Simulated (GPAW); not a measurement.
## PbF2 (Fluorocronite): dielectric function

What do local fields and a kernel do to the response of PbF2 (Fluorocronite)?

Method: PBE and many-body steps on it, plane waves, in GPAW 26.7.0.

This is a report of a sequence of runs, with most program output left out.

The database entry behind the starting cell differs from later determinations by our own check (0.1 to 0.3 % short, probably kX units), so it need not match the best structure at ambient conditions.

## (1) The structure

The structure is cubic, space group Fm-3m (No. 225). Conventional cell: a = 5.927 Å, b = 5.927 Å, c = 5.927 Å, α = 90.00°, β = 90.00°, γ = 90.00°. Pb has 8 F at 2.57 Å nearest. Nearest to F lie 4 Pb at 2.57 Å. Farther neighbours and most contacts between anions are not listed.

Structure file:

```xyz
3
Lattice="0.0000 2.9637 2.9637 2.9637 0.0000 2.9637 2.9637 2.9637 0.0000" Properties=species:S:1:pos:R:3 pbc="T T T"
Pb    0.0000    0.0000    0.0000
F     1.4818    1.4818    1.4818
F     4.4455    4.4455    4.4455
```

The cell and positions come from the Crystallography Open Database and are kept as given unless a step says otherwise. This is not the form that PbF2 usually takes at ambient conditions. Spin-orbit coupling is left out unless a step names it.

## (2) Empty states on the mesh, 8×8×8 mesh, 69 bands

This step: GPAW 26.7.0; DFT, PBE, plane waves, PAW.

The sums over transitions need many empty states on a uniform mesh; this step solves for them.

run.py reads:

```python
import json
import numpy as np
from gpaw.mpi import world
from gpaw import GPAW

calc = GPAW('gs.gpw').fixed_density(kpts={'size': (8, 8, 8), 'gamma': True},
    nbands=80,
    convergence={'bands': 69},
    txt='nscf.txt')
calc.write('full.gpw', mode='all')
res = {}
kpts = calc.get_ibz_k_points()
res['kpts'] = kpts
res['eigenvalues'] = [calc.get_eigenvalues(kpt=k) for k in range(len(kpts))]
res['n_electrons'] = calc.get_number_of_electrons()

if world.rank == 0:
    with open('result.json', 'w') as f:
        json.dump(res, f, default=lambda x: x.tolist())
```

Run with:

```sh
$ mpirun -n 4 gpaw python run.py
```

Elapsed: 29 s, on 4 MPI ranks of Arm Neoverse V2, shared host; peak memory 0.79 GiB.

This step gave:

```yaml
gap: 4.345 eV
k_of_the_valence_top: 0.5, 0.25, -0.25
k_of_the_conduction_bottom: 0.5, 0.5, 0
least_direct_gap: 4.491 eV
k_points_computed: 29
lowest_point_of_the_top_converged_band_above_the_valence_top: 55.8312 eV
```

On this mesh the gap is 4.345 eV.

## (3) RPA response

The response function is computed on a frequency grid, with local fields up to the given cutoff.

This step: linear response, RPA, on PBE, plane waves, PAW.

run.py reads:

```python
import json
import numpy as np
from gpaw.mpi import world
from gpaw.response.df import DielectricFunction

df = DielectricFunction('full.gpw',
    ecut=50,
    nbands=69,
    eta=0.2,
    frequencies={'type': 'nonlinear', 'domega0': 0.05, 'omega2': 10.0},
    intraband=False,
    txt='df.txt')
res = {'optical': {}, 'eels': []}
for d in 'x':
    y0, y = df.get_dielectric_function(direction=d, xc='RPA', filename=None)
    res['optical'][d] = [y0.real, y0.imag, y.real, y.imag]
res['w'] = df.get_frequencies()
for q_c in [[0.125, 0, 0], [0.25, 0, 0], [0.5, 0, 0], [0.75, 0, 0], [1.25, 0, 0]]:
    res['eels'].append(df.get_eels_spectrum(q_c=q_c, xc='RPA', filename=None))

if world.rank == 0:
    with open('result.json', 'w') as f:
        json.dump(res, f, default=lambda x: x.tolist())
```

Run with:

```sh
$ mpirun -n 4 gpaw python run.py
```

It took 26 s on 4 MPI ranks; peak memory 1.1 GiB; 1.7 min of CPU time.

This step gave:

| Property | Result |
| --- | --- |
| ε at zero frequency | 3.192 |
| the same without local fields | 3.596 |

The static value is 3.19.

The ε₂ has structure finer than the step of the table below, so its rows give means over 1 eV, whole bins alone (the curve runs from 0 to 39.8 eV). Peaks (eV: height): xx, no local fields 5.4: 4.96, 7.8: 5.16, 9.4: 3.53, 17.4: 1.47; xx, local fields 5.6: 3.44, 7.0: 4.03, 8.0: 4.98, 9.4: 3.26, 14.4: 1.28, 19.2: 1.24, 22.4: 1.79.

RPA, broadening 0.2 eV. The ε₂ by photon energy; means over each step:

| photon energy (eV) | xx, no local fields | xx, local fields |
| --- | --- | --- |
| 1 | 0.0200 | 0.0155 |
| 2 | 0.0478 | 0.0364 |
| 3 | 0.104 | 0.0766 |
| 4 | 0.361 | 0.233 |
| 5 | 2.83 | 1.76 |
| 6 | 3.39 | 2.90 |
| 7 | 4.28 | 3.62 |
| 8 | 4.23 | 3.99 |
| 9 | 2.73 | 2.53 |
| 10 | 2.31 | 2.16 |
| 11 | 1.68 | 1.21 |
| 12 | 0.984 | 0.702 |
| 13 | 1.21 | 0.725 |
| 14 | 0.903 | 0.965 |
| 15 | 0.460 | 0.597 |
| 16 | 0.792 | 0.662 |
| 17 | 1.34 | 1.10 |
| 18 | 1.26 | 1.11 |
| 19 | 1.32 | 1.17 |
| 20 | 1.05 | 0.982 |
| 21 | 0.847 | 0.639 |
| 22 | 1.10 | 1.22 |
| 23 | 0.412 | 0.727 |
| 24 | 0.336 | 0.324 |
| 25 | 0.287 | 0.269 |
| 26 | 0.270 | 0.237 |
| 27 | 0.262 | 0.217 |
| 28 | 0.324 | 0.268 |
| 29 | 0.294 | 0.276 |
| 30 | 0.243 | 0.208 |
| 31 | 0.329 | 0.239 |
| 32 | 0.413 | 0.342 |
| 33 | 0.337 | 0.272 |
| 34 | 0.340 | 0.267 |
| 35 | 0.318 | 0.270 |
| 36 | 0.362 | 0.318 |
| 37 | 0.328 | 0.304 |
| 38 | 0.352 | 0.311 |
| 39 | 0.325 | 0.306 |

The loss function, xx has structure finer than the step of the table below, so its rows give means over 1 eV, whole bins alone (the curve runs from 0 to 39.8 eV). Peaks (eV: height): 11.6: 1.12, 14.6: 0.871, 20.4: 0.969, 23.2: 2.17.

Optical limit, local fields. Loss function, xx against energy loss; means over each step:

energy loss (eV), loss function, xx and a bar:
```
        1       0.00 
        2       0.00 
        3       0.01 
        4       0.01 
        5       0.05 #
        6       0.13 ###
        7       0.16 ###
        8       0.22 ####
        9       0.36 #######
       10       0.49 #########
       11       0.83 ################
       12       0.90 #################
       13       0.49 ##########
       14       0.49 #########
       15       0.60 ###########
       16       0.28 #####
       17       0.39 #######
       18       0.50 ##########
       19       0.55 ###########
       20       0.82 ################
       21       0.66 #############
       22       0.49 #########
       23       1.55 ##############################
       24       1.23 ########################
       25       0.73 ##############
       26       0.48 #########
       27       0.36 #######
       28       0.35 #######
       29       0.40 ########
       30       0.28 #####
       31       0.26 #####
       32       0.38 #######
       33       0.35 #######
       34       0.30 ######
       35       0.30 ######
       36       0.34 ######
       37       0.35 #######
       38       0.35 #######
       39       0.36 #######
```

The -Im 1/eps(q) has structure finer than the step of the table below, so its rows give means over 2 eV, whole bins alone (the curve runs from 0 to 39.8 eV). Peaks (eV: height): q = 0.230 1/A 11.6: 1.04, 14.6: 0.762, 20.2: 0.850, 23.0: 1.76; q = 0.459 1/A 11.6: 0.959, 14.6: 0.627, 20.4: 0.771, 23.0: 1.52; q = 0.918 1/A 11.6: 0.800, 14.6: 0.507, 23.0: 0.958, 32.4: 0.447; q = 1.377 1/A 11.8: 0.337, 14.6: 0.473, 23.0: 0.616, 28.4: 0.518; q = 2.295 1/A 23.0: 0.231, 28.4: 0.290, 30.8: 0.307, 38.2: 0.326.

RPA, local fields; q along the first reciprocal vector. Table of -Im 1/eps(q) by energy loss; means over each step:

| energy loss (eV) | q = 0.230 1/A | q = 0.459 1/A | q = 0.918 1/A | q = 1.377 1/A | q = 2.295 1/A |
| --- | --- | --- | --- | --- | --- |
| 2 | 0.00313 | 0.00282 | 0.00180 | 0.00117 | 5.7e-4 |
| 4 | 0.0157 | 0.0143 | 0.00615 | 0.00386 | 0.00274 |
| 6 | 0.109 | 0.0828 | 0.0347 | 0.0243 | 0.0147 |
| 8 | 0.258 | 0.254 | 0.188 | 0.107 | 0.0468 |
| 10 | 0.504 | 0.455 | 0.257 | 0.165 | 0.0581 |
| 12 | 0.775 | 0.715 | 0.519 | 0.287 | 0.129 |
| 14 | 0.503 | 0.439 | 0.336 | 0.262 | 0.0914 |
| 16 | 0.304 | 0.292 | 0.233 | 0.161 | 0.0557 |
| 18 | 0.448 | 0.411 | 0.303 | 0.193 | 0.0775 |
| 20 | 0.664 | 0.598 | 0.475 | 0.342 | 0.133 |
| 22 | 0.658 | 0.661 | 0.589 | 0.451 | 0.200 |
| 24 | 0.982 | 0.931 | 0.693 | 0.436 | 0.192 |
| 26 | 0.386 | 0.445 | 0.508 | 0.385 | 0.178 |
| 28 | 0.311 | 0.316 | 0.412 | 0.462 | 0.239 |
| 30 | 0.277 | 0.277 | 0.315 | 0.359 | 0.262 |
| 32 | 0.365 | 0.373 | 0.391 | 0.360 | 0.270 |
| 34 | 0.299 | 0.302 | 0.316 | 0.315 | 0.236 |
| 36 | 0.319 | 0.314 | 0.311 | 0.297 | 0.268 |
| 38 | 0.358 | 0.357 | 0.361 | 0.335 | 0.307 |

## (4) ALDA response

This step: linear response, ALDA, on PBE, plane waves, PAW.

run.py, as its differences from that of step 3:

```diff
@@ -14,7 +14,7 @@
 for d in 'x':
-    y0, y = df.get_dielectric_function(direction=d, xc='RPA', filename=None)
+    y0, y = df.get_dielectric_function(direction=d, xc='ALDA', filename=None)
     res['optical'][d] = [y0.real, y0.imag, y.real, y.imag]
 res['w'] = df.get_frequencies()
-for q_c in [[0.125, 0, 0], [0.25, 0, 0], [0.5, 0, 0], [0.75, 0, 0], [1.25, 0, 0]]:
-    res['eels'].append(df.get_eels_spectrum(q_c=q_c, xc='RPA', filename=None))
+for q_c in [[0.5, 0, 0]]:
+    res['eels'].append(df.get_eels_spectrum(q_c=q_c, xc='ALDA', filename=None))
```

Run with:

```sh
$ mpirun -n 4 gpaw python run.py
```

It took 9.1 s on 4 MPI ranks; peak memory 1.1 GiB.

Numbers from this step:

```
ε at zero frequency           : 3.279
the same without local fields : 3.596
```

The static value is 3.28.

The ε₂ has structure finer than the step of the table below, so its rows give means over 2 eV, whole bins alone (the curve runs from 0 to 39.8 eV). Peaks (eV: height): xx, no local fields 5.4: 4.96, 7.8: 5.16, 9.4: 3.53, 17.4: 1.47; xx, local fields 5.4: 3.63, 7.0: 4.16, 8.0: 5.07, 9.4: 3.42, 17.4: 1.34, 22.2: 1.68.

ALDA, broadening 0.2 eV. Table of ε₂ by photon energy; means over each step:

| photon energy (eV) | xx, no local fields | xx, local fields |
| --- | --- | --- |
| 2 | 0.0507 | 0.0406 |
| 4 | 0.619 | 0.409 |
| 6 | 3.70 | 3.10 |
| 8 | 3.87 | 3.60 |
| 10 | 2.36 | 2.16 |
| 12 | 1.16 | 0.857 |
| 14 | 0.891 | 0.898 |
| 16 | 0.816 | 0.750 |
| 18 | 1.30 | 1.21 |
| 20 | 1.05 | 0.971 |
| 22 | 0.906 | 1.02 |
| 24 | 0.333 | 0.343 |
| 26 | 0.270 | 0.252 |
| 28 | 0.307 | 0.286 |
| 30 | 0.258 | 0.235 |
| 32 | 0.390 | 0.346 |
| 34 | 0.330 | 0.297 |
| 36 | 0.346 | 0.329 |
| 38 | 0.337 | 0.316 |

## (5) RPA response, local-field cutoff (8×8×8 mesh, 69 bands, screening to 5 eV, broadening 0.2 eV)

This step: linear response, RPA, on PBE, plane waves, PAW.

run.py, as its differences from that of step 4:

```diff
@@ -6,3 +6,3 @@
 df = DielectricFunction('full.gpw',
-    ecut=50,
+    ecut=5,
     nbands=69,
@@ -14,3 +14,3 @@
 for d in 'x':
-    y0, y = df.get_dielectric_function(direction=d, xc='ALDA', filename=None)
+    y0, y = df.get_dielectric_function(direction=d, xc='RPA', filename=None)
     res['optical'][d] = [y0.real, y0.imag, y.real, y.imag]
@@ -18,3 +18,3 @@
 for q_c in [[0.5, 0, 0]]:
-    res['eels'].append(df.get_eels_spectrum(q_c=q_c, xc='ALDA', filename=None))
+    res['eels'].append(df.get_eels_spectrum(q_c=q_c, xc='RPA', filename=None))
```

Run with:

```sh
$ mpirun -n 4 gpaw python run.py
```

Run time: 7.7 s. Hardware: 4 MPI ranks; peak memory 1.1 GiB; 30 s of CPU time.

This step gave:

- ε at zero frequency: 3.596
- the same without local fields: 3.596

The static value is 3.60.

## (6) RPA response, fewer bands (8×8×8 mesh, 16 bands, screening to 50 eV, broadening 0.2 eV)

run.py, as its differences from that of step 5:

```diff
@@ -6,4 +6,4 @@
 df = DielectricFunction('full.gpw',
-    ecut=5,
-    nbands=69,
+    ecut=50,
+    nbands=16,
     eta=0.2,
@@ -17,3 +17,3 @@
 res['w'] = df.get_frequencies()
-for q_c in [[0.5, 0, 0]]:
+for q_c in []:
     res['eels'].append(df.get_eels_spectrum(q_c=q_c, xc='RPA', filename=None))
```

Run with:

```sh
$ mpirun -n 4 gpaw python run.py
```

The job ended after 3.3 s (4 MPI ranks; peak memory 0.61 GiB; 13 s of CPU time).

Numbers from this step:

```yaml
eps_at_zero_frequency: 2.527
the_same_without_local_fields: 2.714
```

## (7) RPA response, scissors (8×8×8 mesh, 69 bands, screening to 50 eV, broadening 0.2 eV)

run.py, as its differences from that of step 6:

```diff
@@ -7,3 +7,3 @@
     ecut=50,
-    nbands=16,
+    nbands=69,
     eta=0.2,
@@ -11,2 +11,3 @@
     intraband=False,
+    eshift=0.5,
     txt='df.txt')
```

Run with:

```sh
$ mpirun -n 4 gpaw python run.py
```

Wall time 5.7 s (4 MPI ranks); peak memory 1.1 GiB.

This step gave:

```yaml
eps_at_zero_frequency: 3.074
the_same_without_local_fields: 3.445
```

The static value is 3.07.

## (8) RPA response, tetrahedron integration (8×8×8 mesh, 69 bands, screening to 50 eV, broadening 0.2 eV)

run.py, as its differences from that of step 7:

```diff
@@ -11,3 +11,3 @@
     intraband=False,
-    eshift=0.5,
+    integrationmode='tetrahedron integration',
     txt='df.txt')
```

Run with:

```sh
$ mpirun -n 4 gpaw python run.py
```

Wall time 6.8 s (4 MPI ranks); peak memory 1.1 GiB.

This step gave:

* ε at zero frequency: 3.192
* the same without local fields: 3.594

The static value is 3.19.

## (9) RPA response, q off the mesh (8×8×8 mesh, 69 bands, screening to 30 eV, broadening 0.2 eV)

run.py, as its differences from that of step 8:

```diff
@@ -6,3 +6,3 @@
 df = DielectricFunction('full.gpw',
-    ecut=50,
+    ecut=30,
     nbands=69,
@@ -11,3 +11,2 @@
     intraband=False,
-    integrationmode='tetrahedron integration',
     txt='df.txt')
@@ -18,3 +17,3 @@
 res['w'] = df.get_frequencies()
-for q_c in []:
+for q_c in [[0.137, 0, 0]]:
     res['eels'].append(df.get_eels_spectrum(q_c=q_c, xc='RPA', filename=None))
```

Run with:

```sh
$ mpirun -n 4 gpaw python run.py
```

Elapsed: 15 s, on 4 MPI ranks; peak memory 1.1 GiB.

The run stopped with an error after 15 s.

The program's words: ValueError: Requested k-point is not on the grid. Please check that your q-points of interest are commensurate with the k-point grid.

The fault put into this input: q off the mesh.

## (10) The runs together

Times are wall times on 4 MPI ranks of Arm Neoverse V2, shared host, good to a factor of about two.

| run | ε(0) | without local fields | time |
| --- | --- | --- | --- |
| RPA response | 3.19 | 3.60 | 26 s |
| ALDA response | 3.28 | 3.60 | 9.1 s |
| RPA response, local-field cutoff (8×8×8 mesh, 69 bands, screening to 5 eV, broadening 0.2 eV) | 3.60 | 3.60 | 7.7 s |
| RPA response, fewer bands (8×8×8 mesh, 16 bands, screening to 50 eV, broadening 0.2 eV) | 2.53 | 2.71 | 3.3 s |
| RPA response, scissors (8×8×8 mesh, 69 bands, screening to 50 eV, broadening 0.2 eV) | 3.07 | 3.44 | 5.7 s |
| RPA response, tetrahedron integration (8×8×8 mesh, 69 bands, screening to 50 eV, broadening 0.2 eV) | 3.19 | 3.59 | 6.8 s |

## (11) Outcome

```json
{
 "RPA response": "ε(0) 3.19",
 "ALDA response": "ε(0) 3.28",
 "RPA response, local-field cutoff (8×8×8 mesh, 69 bands, screening to 5 eV, broadening 0.2 eV)": "ε(0) 3.60",
 "RPA response, fewer bands (8×8×8 mesh, 16 bands, screening to 50 eV, broadening 0.2 eV)": "ε(0) 2.53",
 "RPA response, scissors (8×8×8 mesh, 69 bands, screening to 50 eV, broadening 0.2 eV)": "ε(0) 3.07",
 "RPA response, tetrahedron integration (8×8×8 mesh, 69 bands, screening to 50 eV, broadening 0.2 eV)": "ε(0) 3.19"
}
```

In the optical limit the electronic ε(0) is 3.19, against 3.60 without local fields. ALDA response: ε(0) = 3.28. RPA response, local-field cutoff (8×8×8 mesh, 69 bands, screening to 5 eV, broadening 0.2 eV): ε(0) = 3.60. RPA response, fewer bands (8×8×8 mesh, 16 bands, screening to 50 eV, broadening 0.2 eV): ε(0) = 2.53. RPA response, scissors (8×8×8 mesh, 69 bands, screening to 50 eV, broadening 0.2 eV): ε(0) = 3.07. RPA response, tetrahedron integration (8×8×8 mesh, 69 bands, screening to 50 eV, broadening 0.2 eV): ε(0) = 3.19. ε(0) converges slowly with a Γ-centred mesh, and this one is not shown settled. Unless a shift is named, the levels are those of the density functional, and only a kernel with a long-range part can bind an exciton.

[Paths, hosts, dates, memory and timing lines, banners, echoed tables and standing remarks are left out of the program output.]

[Logs are printed without paths, hosts, clocks, repeated set-up lines and the standing remarks that a program may print on its own settings, such as how far it seeks lower states.]

[Runs of the session that timed out or met a known fault of the program may be left out.]

[Hosts, paths, dates, database ids (printed as entryN), source tags and the programs' standing remarks are cut or masked in the printed files.]
